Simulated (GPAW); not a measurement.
Consider zinc-blende (GaAs)1-x(GaP)x, x = 0.25.

```xyz
16
Lattice="0.0000 5.6025 5.6025 5.6025 0.0000 5.6025 5.6025 5.6025 0.0000" Properties=species:S:1:pos:R:3 pbc="T T T"
Ga    0.0395    5.5895    5.5792
As    1.4120    1.4135    1.4067
Ga    8.4136    2.8185    5.6050
As    4.2153    4.2145    1.4041
Ga    2.8069    5.5980    8.4048
As    4.2070    1.4015    4.2011
Ga    5.6318    8.3759    8.3741
As    6.9958    4.2070    4.2049
Ga    0.0206    2.8295    2.8296
P     1.3996    4.2011    4.2040
Ga    8.3596    5.5970    8.4142
As    4.2034    7.0037    4.2085
Ga    8.3472    8.3939    5.5968
As    4.1955    4.1914    6.9962
Ga    5.6257    5.6314    5.6409
P     7.0110    6.9961    7.0110
```

Absorber: atom 1, with 1 P at 2.38 Å and 3 As at 2.44 Å (distorted tetrahedral). Method: GPAW, PBE, excited-electron core hole (neutral cell), 16-atom cell with 7.9 Å between holes, 4×4×4 k points, dipole transitions, Gaussian full width 1.82 eV up to 4 eV, rising linearly to 3.5 eV at 25 eV.

Question: What does the Ga K edge look like?

Main maxima up to 26 eV above the zero (height): 4.2 eV (1.82), 12.0 eV (1.19) and 18.6 eV (0.81). A K edge sees empty p states on the absorber. 

The Ga K spectrum (energy from the bottom of the conduction band, which holds the excited electron; intensity scaled to a mean of 1 over the first 20 eV):

```csv
E (eV),intensity
-2.0,0.00
-1.5,0.00
-1.0,0.01
-0.5,0.03
0.0,0.10
0.5,0.24
1.0,0.46
1.5,0.72
2.0,0.98
2.5,1.20
3.0,1.41
3.5,1.63
4.0,1.80
4.5,1.78
5.0,1.59
5.5,1.33
6.0,1.13
6.5,1.03
7.0,1.00
7.5,0.99
8.0,0.97
8.5,0.92
9.0,0.89
9.5,0.90
10.0,0.96
10.5,1.03
11.0,1.11
11.5,1.16
12.0,1.19
12.5,1.17
13.0,1.11
13.5,1.04
14.0,0.97
14.5,0.89
15.0,0.81
15.5,0.75
16.0,0.72
16.5,0.72
17.0,0.74
17.5,0.77
18.0,0.80
18.5,0.81
19.0,0.81
19.5,0.80
20.0,0.78
20.5,0.77
21.0,0.77
21.5,0.77
22.0,0.76
22.5,0.75
23.0,0.73
23.5,0.72
24.0,0.72
24.5,0.72
25.0,0.72
25.5,0.73
26.0,0.75
26.5,0.77
27.0,0.79
```

The script folds with a Gaussian, whereas the core hole's own line is a Lorentzian, so the onset is too steep and the first peak too high. Lifetime broadening is put in by hand, and intensities beyond about 20 eV depend on it and on the partial waves; weight that the partial waves miss at high energy is lost.

[Banner, clock and machine lines of the logs are left out without a mark of their own.]

[Logs are printed without paths, hosts, clocks, repeated set-up lines and the standing remarks that a program may print on its own settings, such as how far it seeks lower states.]

[Hosts, paths, dates, database ids (printed as entryN), source tags and the programs' standing remarks are cut or masked in the printed files.]

[Lists of maxima count a maximum above −3 eV only where it reaches 4 % of the highest in the window and stands out from its surroundings by 2 % of it (1.5 % where it reaches 55 %); shoulders and weaker maxima are passed over, and of the rest the first, up to two pre-edge ones and the few strongest are named.]
